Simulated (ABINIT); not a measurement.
# Quasiparticle gap of TiO2 (C2/c) in ABINIT, part 2 of 3

Aim: the G0W0 gap of TiO2 (C2/c) on LDA, step by step.

ABINIT 10.8.3; LDA and many-body steps on it, plane waves. Known limits of the many-body steps: not at the basis limit; coarse k mesh.

So far. Step 2 (Ground state): The gap is indirect, with the least direct gap 0.34 eV higher.

**3. Bands along the symmetry lines**

Level of this step: DFT, LDA, plane waves, norm-conserving pseudopotentials (ABINIT).

Levels along a band path, at the cheap level, show where the edges lie and whether the meshes to come will hold them.

The input, run.abi:

```
acell 3*1.0 Angstrom
rprim 
  2.706034000000 -2.706655000000 -0.000000000000
  2.706034000000 2.706655000000 -0.000000000000
  -2.633531000000 -0.000000000000 4.796637000000
ntypat 2
znucl 22 8
natom 6
typat 1 1 2 2 2 2
xred 
  0.134110000000 0.865890000000 0.250000000000
  0.865890000000 0.134110000000 0.750000000000
  0.331221000000 0.088755000000 0.667149000000
  0.668779000000 0.911245000000 0.332851000000
  0.911245000000 0.668779000000 0.832851000000
  0.088755000000 0.331221000000 0.167149000000
pp_dirpath "pseudos"
pseudos "Ti.upf, O.upf"
ecut 38
iscf -2
irdden 1
kptopt 0
nkpt 59
kpt 
  0.00000000 0.00000000 0.00000000
  0.00000000 0.00000000 0.06250000
  0.00000000 0.00000000 0.12500000
  0.00000000 0.00000000 0.18750000
  0.00000000 0.00000000 0.25000000
  0.00000000 0.00000000 0.31250000
  0.00000000 0.00000000 0.37500000
  0.00000000 0.00000000 0.43750000
  0.00000000 0.00000000 0.50000000
  -0.05257105 0.05257105 0.50000000
  -0.10514210 0.10514210 0.50000000
  -0.15771315 0.15771315 0.50000000
  -0.21028421 0.21028421 0.50000000
  -0.26285526 0.26285526 0.50000000
  -0.31542631 0.31542631 0.50000000
  -0.36799736 0.36799736 0.50000000
  -0.42056841 0.42056841 0.50000000
  -0.57943159 -0.42056841 0.50000000
  -0.56950264 -0.43049736 0.50000000
  -0.55957369 -0.44042631 0.50000000
  -0.54964474 -0.45035526 0.50000000
  -0.53971579 -0.46028421 0.50000000
  -0.52978685 -0.47021315 0.50000000
  -0.51985790 -0.48014210 0.50000000
  -0.50992895 -0.49007105 0.50000000
  -0.50000000 -0.50000000 0.50000000
  -0.43750000 -0.43750000 0.43750000
  -0.37500000 -0.37500000 0.37500000
  -0.31250000 -0.31250000 0.31250000
  -0.25000000 -0.25000000 0.25000000
  -0.18750000 -0.18750000 0.18750000
  -0.12500000 -0.12500000 0.12500000
  -0.06250000 -0.06250000 0.06250000
  0.00000000 0.00000000 0.00000000
  -0.06250000 0.06250000 0.00000000
  -0.12500000 0.12500000 0.00000000
  -0.18750000 0.18750000 0.00000000
  -0.25000000 0.25000000 0.00000000
  -0.31250000 0.31250000 0.00000000
  -0.37500000 0.37500000 0.00000000
  -0.43750000 0.43750000 0.00000000
  -0.50000000 0.50000000 -0.00000000
  -0.50000000 0.00000000 0.50000000
  -0.43750000 0.00000000 0.43750000
  -0.37500000 0.00000000 0.37500000
  -0.31250000 0.00000000 0.31250000
  -0.25000000 0.00000000 0.25000000
  -0.18750000 0.00000000 0.18750000
  -0.12500000 0.00000000 0.12500000
  -0.06250000 0.00000000 0.06250000
  0.00000000 0.00000000 0.00000000
  -0.06250000 0.00000000 0.00000000
  -0.12500000 0.00000000 0.00000000
  -0.18750000 0.00000000 0.00000000
  -0.25000000 0.00000000 0.00000000
  -0.31250000 0.00000000 0.00000000
  -0.37500000 0.00000000 0.00000000
  -0.43750000 0.00000000 0.00000000
  -0.50000000 0.00000000 -0.00000000
istwfk *1
nband 36
nbdbuf 7
tolwfr 1e-07
nstep 50
prtwf 0
prtvol 0
indata_prefix "in"
outdata_prefix "out"
tmpdata_prefix "tmp"
```

Run with:

```console
OMP_NUM_THREADS=1 mpirun -n 4 abinit run.abi > log
```

Numbers of over 12 decimals in the logs are rounded to 6 here.

Log:

```text
.Version 10.8.3 of ABINIT. v10.8.2 released Aug 2026.

 Symmetries : space group C2/c (# 15); Bravais mC (1-face-center monocl.)
[... echo of the input left out ...]
== DATASET  1 ==================================================================
-   mpi_nproc: 4, omp_nthreads: 1 (-1 if OMP is not activated)

--- !DatasetInfo
iteration_state: {dtset: 1, }
dimensions: {natom: 6, nkpt: 59, mband: 36, nsppol: 1, nspinor: 1, nspden: 1, mpw: 5328, }
cutoff_energies: {ecut:  38.0, pawecutdg:  -1.0, }
electrons: {nelect:   4.80000000E+01, charge:   0.00000000E+00, occopt:   1.00000000E+00, tsmear:   1.00000000E-02, }

 Real(R)+Recip(G) space primitive vectors, cartesian coordinates (Bohr,Bohr^-1):
 R(1)=  5.1136631 -5.1148367  0.0000000  G(1)=  0.0977773 -0.0977548  0.0536833
 R(2)=  5.1136631  5.1148367  0.0000000  G(2)=  0.0977773  0.0977548  0.0536833
 R(3)= -4.9766523  0.0000000  9.0643303  G(3)=  0.0000000  0.0000000  0.1103225
 Unit cell volume ucvol=  4.7416512E+02 bohr^3
 Angles (23,13,12)=  1.09893361E+02  1.09893361E+02  9.00131471E+01 degrees

 getcut: wavevector=  0.0000  0.0000  0.0000  ngfft=  45  45  60
         ecut(hartree)=     38.000   => boxcut(ratio)=   2.09108

--- Pseudopotential description ------------------------------------------------
- Ti Generated using ONCVPSP code by D. R. Hamann
- 22.00000  12.00000  180309                  znucl, zion, pspdat
12 -1012 2 -1 1568                            pspcod,pspxc,lmax,lloc,mmax
     nproj     2     2     2
  pspatm : epsatm=   14.84363209
         --- l  ekb(1:nproj) -->
             0   11.277028    1.250396
             1    1.832338   -0.094357
             2   -5.297893   -1.508002
 pspatm: atomic psp has been read  and splines computed

- O Generated using ONCVPSP code by D. R. Hamann
-  8.00000   6.00000  201201                  znucl, zion, pspdat
12 -1012 2 -1 926                             pspcod,pspxc,lmax,lloc,mmax
     nproj     2     2     1
  pspatm : epsatm=    6.27558587
         --- l  ekb(1:nproj) -->
[...]
2   -1.033686
 pspatm: atomic psp has been read  and splines computed

--------------------------------------------------------------------------------

================================================================================
 prteigrs : about to open file out_EIG
 Non-SCF case, kpt    1 (  0.00000  0.00000  0.00000), residuals and eigenvalues=
  2.72E-08  2.86E-08  2.18E-08  7.05E-08  5.28E-08  3.77E-08  3.33E-08  2.38E-08
  3.21E-08  8.90E-08  4.14E-08  4.12E-08  3.68E-08  9.96E-08  3.99E-08  3.42E-08
  1.69E-08  5.81E-08  3.27E-08  2.78E-08  7.03E-08  1.74E-08  4.41E-08  3.62E-08
[...]
8.57E-08  7.80E-08  8.47E-08  1.36E-06
 -1.9270E+00 -1.9250E+00 -1.0735E+00 -1.0653E+00 -1.0653E+00 -1.0629E+00
 -1.0628E+00 -1.0600E+00 -5.0657E-01 -4.6879E-01 -4.6403E-01 -4.5157E-01
[...]
3.07E-07  4.62E-07  8.69E-08  2.77E-06
[...]
Non-SCF case, kpt   58 ( -0.43750  0.00000  0.00000), residuals and eigenvalues=
[...]
Non-SCF case, kpt   59 ( -0.50000  0.00000 -0.00000), residuals and eigenvalues=
[...]
2.4147E-01  2.4705E-01  2.4879E-01  2.5776E-01  2.7565E-01  2.8412E-01
  3.1891E-01  3.4006E-01  3.6197E-01  3.7191E-01  5.0285E-01  5.1985E-01

--- !ResultsGS
iteration_state: {dtset: 1, }
comment   : Summary of ground state results
lattice_vectors:
- [  5.1136631,  -5.1148367,  -0.0000000, ]
- [  5.1136631,   5.1148367,  -0.0000000, ]
- [ -4.9766523,  -0.0000000,   9.0643303, ]
lattice_lengths: [   7.23264,    7.23264,   10.34066, ]
lattice_angles: [109.893, 109.893,  90.013, ] # degrees, (23, 13, 12)
lattice_volume:   4.7416512E+02
convergence: {deltae:  0.000E+00, res2:  0.000E+00, residm:  9.997E-08, diffor:  0.000E+00, }
etotal    :  -1.85093666E+02
entropy   :   0.00000000E+00
fermie    :   1.25054747E-01
cartesian_stress_tensor: null
pressure_GPa: null
xred      :
- [  1.3411E-01,   8.6589E-01,   2.5000E-01, Ti]
- [  8.6589E-01,   1.3411E-01,   7.5000E-01, Ti]
- [  3.3122E-01,   8.8755E-02,   6.6715E-01,  O]
- [  6.6878E-01,   9.1124E-01,   3.3285E-01,  O]
- [  9.1124E-01,   6.6878E-01,   8.3285E-01,  O]
- [  8.8755E-02,   3.3122E-01,   1.6715E-01,  O]
cartesian_forces: null
force_length_stats: {min: null, max: null, mean: null, }

 Integrated electronic density in atomic spheres:
 ------------------------------------------------
 Atom  Sphere_radius  Integrated_density
[...]
================================================================================

 ----iterations are completed or convergence reached----

 Mean square residual over all n,k,spin=   49.432E-09; max=  99.966E-09
 reduced coordinates (array xred) for    6 atoms
[...]
0.911245000000      0.668779000000      0.832851000000
       0.088755000000      0.331221000000      0.167149000000

 cartesian coordinates (angstrom) at end:
[...]
length scales=  1.889726125908  1.889726125908  1.889726125908 bohr
              =  1.000000000000  1.000000000000  1.000000000000 angstroms
 prteigrs : about to open file out_EIG
 Eigenvalues (hartree) for nkpt=  59  k points:
 kpt#   1, nband= 36, wtk=  1.00000, kpt=  0.0000  0.0000  0.0000 (reduced coord)
[...]
kpt#   2, nband= 36, wtk=  1.00000, kpt=  0.0000  0.0000  0.0625 (reduced coord)
[...]
kpt#   3, nband= 36, wtk=  1.00000, kpt=  0.0000  0.0000  0.1250 (reduced coord)
[...]
kpt#  58, nband= 36, wtk=  1.00000, kpt= -0.4375  0.0000  0.0000 (reduced coord)
[...]
0.36047    0.37275    0.48914    0.53111
 kpt#  59, nband= 36, wtk=  1.00000, kpt= -0.5000  0.0000  0.0000 (reduced coord)
[...]
0.00436    0.04682    0.04923    0.05259    0.05586    0.09138    0.09236    0.10225
   0.24147    0.24705    0.24879    0.25776    0.27565    0.28412    0.31891    0.34006
   0.36197    0.37191    0.50285    0.51985

== END DATASET(S) ==============================================================
================================================================================

 -outvars: echo values of variables after computation  --------
            nband          36
             nkpt          59
          spgroup          15
 [... the other variables as echoed above ...]

 Calculation completed.
```

The job ended after 54 s (4 MPI ranks of Arm Neoverse V2, shared host; peak memory 0.45 GiB; 3.6 min of CPU time).

This step gave:

```
gap                        : 1.959 eV
k of the valence top       : -0.4375, 0.4375, 0
k of the conduction bottom : 0, 0, 0
least direct gap           : 2.335 eV
```

The gap is 1.959 eV, −0.040 eV from the run before at this level.

Electronic bands along the path, in eV, zero at the top of the highest filled band:

```tsv
point	band 21	band 22	band 23	band 24	band 25	band 26	band 27	band 28
Γ	-0.82	-0.77	-0.48	-0.48	1.96	2.70	3.73	3.74
halfway	-1.11	-1.09	-0.28	-0.27	2.06	2.59	3.61	3.62
A	-1.30	-1.30	-0.17	-0.17	2.32	2.32	3.58	3.58
halfway	-1.12	-1.12	-0.55	-0.55	2.88	2.88	3.37	3.37
I2	-1.92	-1.92	-0.10	-0.10	3.15	3.15	3.59	3.59
jump to I	-1.92	-1.92	-0.10	-0.10	3.15	3.15	3.59	3.59
halfway	-2.04	-2.04	-0.07	-0.07	3.17	3.17	3.63	3.63
M2	-2.08	-2.08	-0.06	-0.06	3.18	3.18	3.64	3.64
halfway	-1.85	-0.95	-0.66	-0.26	2.83	2.97	3.30	3.55
Γ	-0.82	-0.77	-0.48	-0.48	1.96	2.70	3.73	3.74
halfway	-1.82	-0.96	-0.65	-0.26	2.81	2.94	3.30	3.58
Y	-2.24	-1.93	-0.05	-0.04	3.16	3.19	3.47	3.81
jump to L2	-1.92	-0.94	-0.93	-0.66	2.98	3.40	3.41	3.46
halfway	-1.37	-0.85	-0.80	-0.54	2.74	3.12	3.13	3.43
Γ	-0.82	-0.77	-0.48	-0.48	1.96	2.70	3.73	3.74
halfway	-1.33	-0.86	-0.81	-0.56	2.85	3.01	3.14	3.44
V2	-1.92	-0.96	-0.93	-0.66	3.13	3.28	3.33	3.57
```

**4. Empty states on the mesh, 4×4×2 mesh, 419 bands**

The sums over transitions need many empty states on a uniform mesh; this step solves for them.

The input, run.abi:

```
acell 3*1.0 Angstrom
rprim 
  2.706034000000 -2.706655000000 -0.000000000000
  2.706034000000 2.706655000000 -0.000000000000
  -2.633531000000 -0.000000000000 4.796637000000
ntypat 2
znucl 22 8
natom 6
typat 1 1 2 2 2 2
xred 
  0.134110000000 0.865890000000 0.250000000000
  0.865890000000 0.134110000000 0.750000000000
  0.331221000000 0.088755000000 0.667149000000
  0.668779000000 0.911245000000 0.332851000000
  0.911245000000 0.668779000000 0.832851000000
  0.088755000000 0.331221000000 0.167149000000
pp_dirpath "pseudos"
pseudos "Ti.upf, O.upf"
ecut 38
ngkpt 4 4 2
nshiftk 1
shiftk 0 0 0
kptopt 1
chksymbreak 0
iscf -2
irdden 1
istwfk *1
nband 419
nbdbuf 38
tolwfr 1e-09
nstep 60
prtvol 0
indata_prefix "in"
outdata_prefix "out"
tmpdata_prefix "tmp"
```

Log:

```text
.Version 10.8.3 of ABINIT. v10.8.2 released Aug 2026.

 Symmetries : space group C2/c (# 15); Bravais mC (1-face-center monocl.)
[... echo of the input left out ...]
== DATASET  1 ==================================================================
-   mpi_nproc: 4, omp_nthreads: 1 (-1 if OMP is not activated)

--- !DatasetInfo
iteration_state: {dtset: 1, }
dimensions: {natom: 6, nkpt: 14, mband: 419, nsppol: 1, nspinor: 1, nspden: 1, mpw: 5320, }
cutoff_energies: {ecut:  38.0, pawecutdg:  -1.0, }
electrons: {nelect:   4.80000000E+01, charge:   0.00000000E+00, occopt:   1.00000000E+00, tsmear:   1.00000000E-02, }

 Real(R)+Recip(G) space primitive vectors, cartesian coordinates (Bohr,Bohr^-1):
 R(1)=  5.1136631 -5.1148367  0.0000000  G(1)=  0.0977773 -0.0977548  0.0536833
 R(2)=  5.1136631  5.1148367  0.0000000  G(2)=  0.0977773  0.0977548  0.0536833
 R(3)= -4.9766523  0.0000000  9.0643303  G(3)=  0.0000000  0.0000000  0.1103225
 Unit cell volume ucvol=  4.7416512E+02 bohr^3
 Angles (23,13,12)=  1.09893361E+02  1.09893361E+02  9.00131471E+01 degrees

 getcut: wavevector=  0.0000  0.0000  0.0000  ngfft=  45  45  60
         ecut(hartree)=     38.000   => boxcut(ratio)=   2.09108

--- Pseudopotential description ------------------------------------------------
- Ti Generated using ONCVPSP code by D. R. Hamann
- 22.00000  12.00000  180309                  znucl, zion, pspdat
12 -1012 2 -1 1568                            pspcod,pspxc,lmax,lloc,mmax
     nproj     2     2     2
  pspatm : epsatm=   14.84363209
         --- l  ekb(1:nproj) -->
             0   11.277028    1.250396
             1    1.832338   -0.094357
             2   -5.297893   -1.508002
 pspatm: atomic psp has been read  and splines computed

- O Generated using ONCVPSP code by D. R. Hamann
-  8.00000   6.00000  201201                  znucl, zion, pspdat
12 -1012 2 -1 926                             pspcod,pspxc,lmax,lloc,mmax
     nproj     2     2     1
  pspatm : epsatm=    6.27558587
         --- l  ekb(1:nproj) -->
[...]
2   -1.033686
 pspatm: atomic psp has been read  and splines computed

--------------------------------------------------------------------------------

================================================================================
 prteigrs : about to open file out_EIG
 Non-SCF case, kpt    1 (  0.00000  0.00000  0.00000), residuals and eigenvalues=
  2.58E-10  2.65E-10  8.14E-10  5.10E-10  5.61E-10  6.58E-10  4.53E-10  4.37E-10
  2.29E-11  2.27E-11  9.29E-10  1.48E-10  6.62E-10  5.91E-10  8.91E-10  4.04E-10
  4.22E-10  3.34E-10  5.97E-10  5.72E-10  7.18E-10  3.63E-11  6.57E-10  6.41E-10
[...]
-1.9270E+00 -1.9250E+00 -1.0735E+00 -1.0653E+00 -1.0653E+00 -1.0629E+00
 -1.0628E+00 -1.0600E+00 -5.0657E-01 -4.6879E-01 -4.6403E-01 -4.5157E-01
 -1.5897E-02 -1.3267E-02 -1.2486E-02  1.0268E-03  4.9827E-02  5.0482E-02
[...]
6.3415E+00  6.3617E+00  6.3741E+00  6.3838E+00  6.3935E+00  6.4052E+00
  6.4104E+00  6.4152E+00  6.4349E+00  6.4467E+00  6.4501E+00  6.4519E+00
  6.4562E+00  6.4576E+00  6.4833E+00  6.4908E+00  6.5018E+00
 prteigrs : prtvol=0 or 1, do not print more k-points.

--- !ResultsGS
iteration_state: {dtset: 1, }
comment   : Summary of ground state results
lattice_vectors:
- [  5.1136631,  -5.1148367,  -0.0000000, ]
- [  5.1136631,   5.1148367,  -0.0000000, ]
- [ -4.9766523,  -0.0000000,   9.0643303, ]
lattice_lengths: [   7.23264,    7.23264,   10.34066, ]
lattice_angles: [109.893, 109.893,  90.013, ] # degrees, (23, 13, 12)
lattice_volume:   4.7416512E+02
convergence: {deltae:  0.000E+00, res2:  0.000E+00, residm:  9.965E-10, diffor:  0.000E+00, }
etotal    :  -1.85093666E+02
entropy   :   0.00000000E+00
fermie    :   1.25054747E-01
cartesian_stress_tensor: null
pressure_GPa: null
xred      :
- [  1.3411E-01,   8.6589E-01,   2.5000E-01, Ti]
- [  8.6589E-01,   1.3411E-01,   7.5000E-01, Ti]
- [  3.3122E-01,   8.8755E-02,   6.6715E-01,  O]
- [  6.6878E-01,   9.1124E-01,   3.3285E-01,  O]
- [  9.1124E-01,   6.6878E-01,   8.3285E-01,  O]
- [  8.8755E-02,   3.3122E-01,   1.6715E-01,  O]
cartesian_forces: null
force_length_stats: {min: null, max: null, mean: null, }

 Integrated electronic density in atomic spheres:
 ------------------------------------------------
 Atom  Sphere_radius  Integrated_density
[...]
================================================================================

 ----iterations are completed or convergence reached----

 Mean square residual over all n,k,spin=   38.072E-11; max=  99.646E-11
 reduced coordinates (array xred) for    6 atoms
[...]
0.088755000000      0.331221000000      0.167149000000

 cartesian coordinates (angstrom) at end:
    1      2.047651     1.980676     1.199159
    2      0.730886    -1.980676     3.597478
    3     -0.620488    -0.656272     3.200072
    4      3.399025     0.656272     1.596565
    5      2.082260    -0.656272     3.994884
    6      0.696277     0.656272     0.801753
 length scales=  1.889726125908  1.889726125908  1.889726125908 bohr
              =  1.000000000000  1.000000000000  1.000000000000 angstroms
 prteigrs : about to open file out_EIG
 Eigenvalues (hartree) for nkpt=  14  k points:
 kpt#   1, nband=419, wtk=  0.03125, kpt=  0.0000  0.0000  0.0000 (reduced coord)
[...]
6.30960    6.31913    6.34154    6.36167    6.37410    6.38383    6.39355    6.40521
   6.41039    6.41516    6.43489    6.44669    6.45015    6.45186    6.45621    6.45759
   6.48331    6.49081    6.50183
 prteigrs : prtvol=0 or 1, do not print more k-points.

== END DATASET(S) ==============================================================
================================================================================

 -outvars: echo values of variables after computation  --------
            nband         419
             nkpt          14
          spgroup          15
 [... the other variables as echoed above ...]

 Calculation completed.
```

It took 9.5 min on 4 MPI ranks; peak memory 0.83 GiB; 38 min of CPU time.

This step gave:

| Quantity | Value |
| --- | --- |
| gap | 1.999 eV |
| k of the valence top | 0.5, 0.5, 0 |
| k of the conduction bottom | 0, 0, 0 |
| least direct gap | 2.437 eV |
| k points computed | 14 |
| lowest point of the top converged band, above the valence top | 160.3208 eV |

On this mesh the gap is 1.999 eV.

**5. Screening, 4×4×2 mesh, 381 bands, screening to 274.8 eV**

The RPA dielectric matrix is built and inverted for each q.

This step: RPA screening on LDA, plane waves, norm-conserving pseudopotentials.

run.abi, as its differences from that of step 4:

```diff
@@ -24,10 +24,11 @@
 chksymbreak 0
-iscf -2
-irdden 1
 istwfk *1
-nband 419
-nbdbuf 38
-tolwfr 1e-09
-nstep 60
-prtvol 0
+occopt 1
+irdwfk 1
+optdriver 3
+nband 381
+ecuteps 10.1
+inclvkb 2
+awtr 1
+symchi 1
 indata_prefix "in"
```

Log:

```text
.Version 10.8.3 of ABINIT. v10.8.2 released Aug 2026.

 Symmetries : space group C2/c (# 15); Bravais mC (1-face-center monocl.)
[... echo of the input left out ...]
== DATASET  1 ==================================================================
-   mpi_nproc: 4, omp_nthreads: 1 (-1 if OMP is not activated)

--- !DatasetInfo
iteration_state: {dtset: 1, }
dimensions: {natom: 6, nkpt: 14, mband: 381, nsppol: 1, nspinor: 1, nspden: 1, mpw: 5320, }
cutoff_energies: {ecut:  38.0, pawecutdg:  -1.0, }
electrons: {nelect:   4.80000000E+01, charge:   0.00000000E+00, occopt:   1.00000000E+00, tsmear:   1.00000000E-02, }

 SCREENING: Calculation of the susceptibility and dielectric matrices

 Based on a program developped by R.W. Godby, V. Olevano, G. Onida, and L. Reining.
 Incorporated in ABINIT by V. Olevano, G.-M. Rignanese, and M. Torrent.
.Using double precision arithmetic ; gwpc =  8

[... cell and pseudopotentials left out ...]
--------------------------------------------------------------------------------

 ==== K-mesh for the wavefunctions ====
 Number of points in the irreducible wedge :    14
[... list of points left out ...]
 Together with  4 symmetry operations and time-reversal symmetry
 yields    32 points in the full Brillouin Zone.

 ==== Q-mesh for the screening function ====
 Number of points in the irreducible wedge :    14
[... list of points left out ...]
 Together with  4 symmetry operations and time-reversal symmetry
 yields    32 points in the full Brillouin Zone.

 setmesh: FFT mesh size selected  =    30x   30x   40
          total number of points  =        36000

 vcoul_init : cutoff-mode = AUXILIARY_FUNCTION
 q-points for optical limit:   1
     1)      0.000010    0.000020    0.000030

- screening: taking advantage of time-reversal symmetry
- Maximum band index for partially occupied states nbvw = 24
- Remaining bands to be divided among processors   nbcw = 357
- Number of bands treated by each node ~89

 Number of electrons calculated from density =   48.0000; Expected =   48.0000
 average of density, n =  0.101231
 r_s =    1.3311
 omega_plasma =   30.6910 [eV]

 calculating chi0 at frequencies [eV] :
  1    0.000000E+00    0.000000E+00
  2    0.000000E+00    3.069103E+01

--------------------------------------------------------------------------------
  q-point number  1        q = ( 0.000000, 0.000000, 0.000000) [r.l.u.]
--------------------------------------------------------------------------------
[... chi0 elements left out ...]
 For q-point:  0.000010 0.000020 0.000030
  dielectric constant =   6.7442
  dielectric constant without local fields =   7.2782

  Average fulfillment of the sum rule on Im[epsilon] for q-point    1 :     80.88  [%]
[... wings left out ...]
  q-point number  2        q = ( 0.250000, 0.000000, 0.000000) [r.l.u.]
--------------------------------------------------------------------------------
[... chi0 elements left out ...]
  Average fulfillment of the sum rule on Im[epsilon] for q-point    2 :     85.08  [%]

 [... 12 further q-points ...]
```

It took 22 min on 4 MPI ranks; peak memory 4.5 GiB.

Numbers from this step:

- ε∞ with local fields, on this mesh, along the program's q direction: 6.744
- the same without local fields: 7.278
- plasma frequency: 30.69 eV
- plane waves in the screening matrix: 765

Local fields lower ε∞ by 7 %. On a Γ-centred mesh this coarse the value itself is usually too large, while a short band sum pulls it down.

(Continued in part 3 of 3.)

[Paths, hosts, dates, memory and timing lines, banners, echoed tables and standing remarks are left out of the program output.]

[Logs are printed without paths, hosts, clocks, repeated set-up lines and the standing remarks that a program may print on its own settings, such as how far it seeks lower states.]

[Runs of the session that timed out or met a known fault of the program may be left out.]

[Hosts, paths, dates, database ids (printed as entryN), source tags and the programs' standing remarks are cut or masked in the printed files.]

[G0W0 gaps are taken among the corrected bands and points alone; a level outside them can change the order at an edge.]

[Where Ansatz stands beside ABINIT at settings called matched, ABINIT's density can come from a denser mesh and the files from another edition; pairs whose starting gaps differed by over 0.03 eV were left out, so agreement reads better than it is.]
